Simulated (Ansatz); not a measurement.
## Free carriers and the phonons of TePb (Fm-3m)

Aim: how far do free carriers move the optical modes of TePb (Fm-3m)?

Program: Ansatz 0.2.0. Level of theory: DFT LDA, scalar-relativistic, plane waves, PAW; PAW set soft_1. Results are calculated unless marked as measured.

This is a report of a sequence of runs, with most program output left out.

## (1) The structure

Symmetry: Fm-3m, No. 225, cubic system. The conventional cell has a = 6.462 Å, b = 6.462 Å, c = 6.462 Å, α = 90.00°, β = 90.00°, γ = 90.00°. Te has 6 Pb at 3.23 Å nearest. Pb has 6 Te at 3.23 Å nearest. Farther neighbours and most contacts between anions are not listed.

Structure file:

```cif
data_structure
_symmetry_space_group_name_H-M 'P 1'
_symmetry_Int_Tables_number 1
_cell_length_a 4.5693
_cell_length_b 4.5693
_cell_length_c 4.5693
_cell_angle_alpha 60.000
_cell_angle_beta 60.000
_cell_angle_gamma 60.000
_cell_volume 67.46
loop_
_atom_site_label
_atom_site_type_symbol
_atom_site_fract_x
_atom_site_fract_y
_atom_site_fract_z
_atom_site_occupancy
Te1 Te 0.50000 0.50000 0.50000 1
Pb2 Pb 0.00000 0.00000 0.00000 1
```

## (2) Bringing the structure to rest

Harmonic phonons are second derivatives at a point where the forces vanish, and they are wanted at zero stress, so atoms and cell are relaxed first.

input.yaml reads:

```yaml
crystal:
  lattice:
    - [0.0, 3.231, 3.231]
    - [3.231, 0.0, 3.231]
    - [3.231, 3.231, 0.0]
  atoms:
    - { symbol: Te, position: [0.5, 0.5, 0.5] }
    - { symbol: Pb, position: [0.0, 0.0, 0.0] }
kpoints:
  mp_grid: { grid: [8, 8, 8] }
hamiltonian:
  xc: lda
  pseudopotentials: { kind: paw, azcp: { folder: soft_1 }, xc_functional: pbe }
scf:
  occupations: { method: gaussian, width: 0.02 }
output:
  forces: true
  stress: true
  eigenvalues: true
relax:
  adjacent_minimum: "off"
  f_tol: 0.005
  max_steps: 80
  cell: { stress_tol: 0.05 }
```

On the command line:

```bash
$ ansatz run input.yaml --threads 8 --pin off --max-ram 16384MiB --backend cpu --events-out ev --progress --plain --runs-dir out
```

It took 3.8 s on 8 threads of Intel Xeon at 2.70GHz, shared host; peak memory 0.43 GiB.

Step by step:

```
step  energy less that of the first step (eV)  largest force component (eV/Å)  pressure (GPa)  volume (Å³)
   1                                   0.0000                          0.0000           -1.70        67.46
   2                                  -0.0127                          0.0000            0.67        64.09
   3                                  -0.0143                          0.0000           -0.05        65.01
  4*                                  -0.0138                          0.0000           -0.05        65.01
```

Relaxation steps marked * repeat the geometry before them on a plane-wave basis chosen anew for their cell, so energy and pressure can jump there.

The run keeps the 48 symmetry operations that it works with, so distortions that break them were not tested.

| conventional cell, symmetrised | before | after | change |
| --- | --- | --- | --- |
| a (Å) | 6.462 | 6.383 | -1.2 % |
| b (Å) | 6.462 | 6.383 | -1.2 % |
| c (Å) | 6.462 | 6.383 | -1.2 % |
| volume (Å³/atom) | 33.73 | 32.51 | -3.6 % |

The relaxed structure:

```
Te Pb
1.0
     0.00000    3.19144    3.19144
     3.19144    0.00000    3.19144
     3.19144    3.19144    0.00000
Te Pb
1 1
Direct
  0.50000 0.50000 0.50000
  0.00000 0.00000 0.00000
```

This step gave:

```
pressure          : -0.04788 GPa
gap on the k-mesh : 0.5784 eV
volume per atom   : 32.51 Å³
```

In this step the volume went from 33.73 to 32.51 Å³/atom.

## (3) Relaxation

The relaxation is repeated from its end, on the mesh and smearing that suit the cell and gap now reached.

input.yaml, the sections that differ from step 2:

```yaml
crystal:
  lattice:
    - [0.0, 3.1914409314, 3.1914409314]
    - [3.1914409314, 0.0, 3.1914409314]
    - [3.1914409314, 3.1914409314, 0.0]
  atoms:
    - { symbol: Te, position: [0.5, 0.5, 0.5] }
    - { symbol: Pb, position: [0.0, 0.0, 0.0] }
kpoints:
  mp_grid: { grid: [10, 10, 10] }
# hamiltonian, scf, output, relax: as in step 2
```

Wall time 3 s (8 threads); peak memory 0.45 GiB; 15 s of CPU time.

Little changed from the start: no atom moved by 0.005 Å and no cell edge by 0.1 %.

This step gave:

```
pressure          : 0.02589 GPa
gap on the k-mesh : 0.5748 eV
volume per atom   : 32.45 Å³
```

In this step the volume went from 32.51 to 32.45 Å³/atom.

## (4) Tight relaxation

Phonons need small forces and stress, so the relaxation is finished with tight tolerances on 12×12×12 k points.

input.yaml, the sections that differ from step 3:

```yaml
crystal:
  lattice:
    - [0.0, 3.1895969088, 3.1895969088]
    - [3.1895969088, 0.0, 3.1895969088]
    - [3.1895969088, 3.1895969088, 0.0]
  atoms:
    - { symbol: Te, position: [0.5, 0.5, 0.5] }
    - { symbol: Pb, position: [0.0, 0.0, 0.0] }
kpoints:
  mp_grid: { grid: [12, 12, 12] }
scf:
  occupations: { method: fixed }
relax:
  adjacent_minimum: "off"
  f_tol: 0.001
  max_steps: 60
  cell: { stress_tol: 0.01 }
# hamiltonian, output: as in step 3
```

Wall time 4.7 s (8 threads); peak memory 0.48 GiB; 27 s of CPU time.

Little changed from the start: no atom moved by 0.005 Å and no cell edge by 0.1 %.

This step gave:

```yaml
pressure: 5.22e-5 GPa
gap_on_the_k_mesh: 0.5759 eV
volume_per_atom: 32.47 Å³
```

The forces vanish by symmetry and the pressure is 0.000 GPa, within the tolerances set. The cell now holds 32.47 Å³/atom.

## (5) Ground state of a member: no carriers

The cell of the neutral crystal is kept with no carriers. The bands are sampled on 30×30×30 points with Fermi-Dirac filling of 0.03 eV.

input.yaml, the sections that differ from step 4:

```yaml
crystal:
  lattice:
    - [0.0, 3.1901259334, 3.1901259334]
    - [3.1901259334, 0.0, 3.1901259334]
    - [3.1901259334, 3.1901259334, 0.0]
  atoms:
    - { symbol: Te, position: [0.5, 0.5, 0.5] }
    - { symbol: Pb, position: [0.0, 0.0, 0.0] }
kpoints:
  mp_grid: { grid: [30, 30, 30] }
scf:
  occupations: { method: fermi_dirac, width: 0.03 }
# hamiltonian, output: as in step 4
# relax: removed
```

Wall time 8.6 s (8 threads); peak memory 0.98 GiB; 57 s of CPU time.

The forces vanish by symmetry.

## (6) Zone-centre modes of the member: no carriers

The force constants come from the linear response of the density to a displacement.

The zone-centre modes follow for no carriers.

Changes to input.yaml since step 5:

```diff
@@ -16,4 +16,4 @@
 output:
-  forces: true
-  stress: true
   eigenvalues: true
+phonons:
+  method: dfpt
```

The job ended after 2.3 min (8 threads; peak memory 6.1 GiB).

This step gave:

```
sum-rule residual before enforcement                    : 1.22e-4 eV/Å²
point group                                             : m-3m
highest optical mode at the zone centre (no LO-TO term) : 47.5 cm⁻¹
lowest optical zone-centre mode                         : 47.5 cm⁻¹
```

Without the LO-TO term. Patterns of degenerate modes are one choice out of their space. The modes at Γ (shares of kinetic energy by element, %):

```
mode  frequency (cm⁻¹)  symmetry  Te %  Pb %
   1               0.0  acoustic    38    62
   2               0.0  acoustic    38    62
   3               0.0  acoustic    38    62
   4              47.5       T1u    62    38
   5              47.5       T1u    62    38
   6              47.5       T1u    62    38
```

Displacements in mode 6 (47.5 cm⁻¹), the largest set to 1:
```
Te1  0.00  0.00  1.00
Pb2  0.00  0.00 -0.62
```

The optical mode without the LO-TO term lies at 47.5 cm⁻¹.

## (7) Ground state of a member: 15 × 10²⁰ electrons per cm³

The cell of the neutral crystal is kept with 15 × 10²⁰ electrons per cm³, balanced by a uniform background. The bands are sampled on 30×30×30 points with Fermi-Dirac filling of 0.03 eV.

Changes to input.yaml since step 6:

```diff
@@ -8,2 +8,3 @@
     - { symbol: Pb, position: [0.0, 0.0, 0.0] }
+total_charge: -0.097397
 kpoints:
@@ -16,4 +17,4 @@
 output:
+  forces: true
+  stress: true
   eigenvalues: true
-phonons:
-  method: dfpt
```

Elapsed: 7.4 s, on 8 threads; peak memory 1 GiB; 47 s of CPU time.

The forces vanish by symmetry.

## (8) Zone-centre modes of the member: 15 × 10²⁰ electrons per cm³

The zone-centre modes follow for 15 × 10²⁰ electrons per cm³.

Changes to input.yaml since step 7:

```diff
@@ -17,4 +17,4 @@
 output:
-  forces: true
-  stress: true
   eigenvalues: true
+phonons:
+  method: dfpt
```

Run time: 2.1 min. Hardware: 8 threads; peak memory 6.2 GiB; 13 min of CPU time.

This step gave:

* sum-rule residual before enforcement: 7.14e-5 eV/Å²
* highest optical mode at the zone centre (no LO-TO term): 56.29 cm⁻¹
* lowest optical zone-centre mode: 56.29 cm⁻¹

Without the LO-TO term. Patterns of degenerate modes are one choice out of their space. Modes at Γ, with each element's share of the kinetic energy:

```
mode  frequency (cm⁻¹)  symmetry  Te %  Pb %
   1               0.0  acoustic    38    62
   2               0.0  acoustic    38    62
   3               0.0  acoustic    38    62
   4              56.3       T1u    62    38
   5              56.3       T1u    62    38
   6              56.3       T1u    62    38
```

The optical mode without the LO-TO term lies at 56.3 cm⁻¹.

For the highest optical mode at the zone centre (no LO-TO term), step 6 gave 47.5 cm⁻¹; this run, with carriers 15 × 10²⁰ cm⁻³, gives 56.3 cm⁻¹ (+19 %).

## (9) A check on a coarser mesh: 2 × 10²⁰ electrons per cm³

To see what the mesh is worth, the run for 2 × 10²⁰ electrons per cm³ is repeated on 24×24×24 points.

Changes to input.yaml since step 8:

```diff
@@ -8,5 +8,5 @@
     - { symbol: Pb, position: [0.0, 0.0, 0.0] }
-total_charge: -0.097397
+total_charge: -0.012986
 kpoints:
-  mp_grid: { grid: [30, 30, 30] }
+  mp_grid: { grid: [24, 24, 24] }
 hamiltonian:
```

The job ended after 68 s (8 threads; peak memory 3.4 GiB; 6.7 min of CPU time).

This step gave:

| Property | Result |
| --- | --- |
| sum-rule residual before enforcement | 1.34e-4 eV/Å² |
| highest optical mode at the zone centre (no LO-TO term) | 49.25 cm⁻¹ |
| lowest optical zone-centre mode | 49.25 cm⁻¹ |

The highest mode comes at 49.2 cm⁻¹, against 49.3 cm⁻¹ on 30×30×30 points.

## (10) A check on a coarser mesh: 10 × 10²⁰ electrons per cm³

To see what the mesh is worth, the run for 10 × 10²⁰ electrons per cm³ is repeated on 24×24×24 points.

Changes to input.yaml since step 9:

```diff
@@ -8,3 +8,3 @@
     - { symbol: Pb, position: [0.0, 0.0, 0.0] }
-total_charge: -0.012986
+total_charge: -0.064931
 kpoints:
```

It took 61 s on 8 threads; peak memory 3.5 GiB; 6.2 min of CPU time.

This step gave:

| Property | Result |
| --- | --- |
| sum-rule residual before enforcement | 8.33e-5 eV/Å² |
| highest optical mode at the zone centre (no LO-TO term) | 53.7 cm⁻¹ |
| lowest optical zone-centre mode | 53.7 cm⁻¹ |

The highest mode comes at 53.7 cm⁻¹, against 53.8 cm⁻¹ on 30×30×30 points.

## (11) All members side by side

The members are set side by side, also those not shown above.

Electrons count positive and holes negative; without the LO-TO term; modes are tracked from the neutral crystal by their patterns, and those within 0.3 cm⁻¹ of each other stand once; the cell of the neutral crystal is kept and the atoms are relaxed where symmetry leaves them free; all runs use 30×30×30 k points and Fermi-Dirac smearing of 0.03 eV. Optical modes along the series:

| carriers (10²⁰ cm⁻³) | mode 4 T1u (cm⁻¹) |
| --- | --- |
| 0 | 47.5 |
| 1 | 48.53 |
| 2 | 49.28 |
| 4 | 50.5 |
| 6 | 51.62 |
| 10 | 53.75 |
| 15 | 56.29 |

## (12) Results

- members: 7
- mode: mode 4 T1u
- its frequency without carriers: 47.50 cm⁻¹
- its frequency at 15 × 10²⁰ cm⁻³: 56.29 cm⁻¹

At 15 × 10²⁰ electrons per cm³ the optical mode has moved by +8.79 cm⁻¹ from 47.50 cm⁻¹. At 2 and 10 × 10²⁰ cm⁻³ the coarser mesh moves the optical modes by up to 0.05 cm⁻¹, a measure of the error left by the mesh there. The response is adiabatic: the carriers follow the ions at once. Where they cannot, as for a zone-centre mode faster than their scattering, measured shifts differ, and line shapes are not given here. The background stands for dopants without their size, scattering or local bonds, and the cell is that of the neutral crystal, although carriers also change the volume at rest, which would shift the modes as well. In a polar crystal the carriers also screen the field of the longitudinal modes, often the largest effect; only modes without that field are treated here. These are harmonic frequencies of a static lattice, with warm electrons: anharmonic shifts, linewidths and thermal expansion are left out. Spin-orbit coupling is left out, which can matter for the heavy elements here. The PAW files were made for PBE; the program adapts parts of them to the functional of the run, but their partial waves stay those of PBE, an approximation that was not tested in this session. Only the zone centre was solved, so an instability at another wavevector cannot show here.

[Logs are printed without paths, hosts, clocks, repeated set-up lines and the standing remarks that a program may print on its own settings, such as how far it seeks lower states.]

[Hosts, paths, dates, database ids (printed as entryN), source tags and the programs' standing remarks are cut or masked in the printed files.]
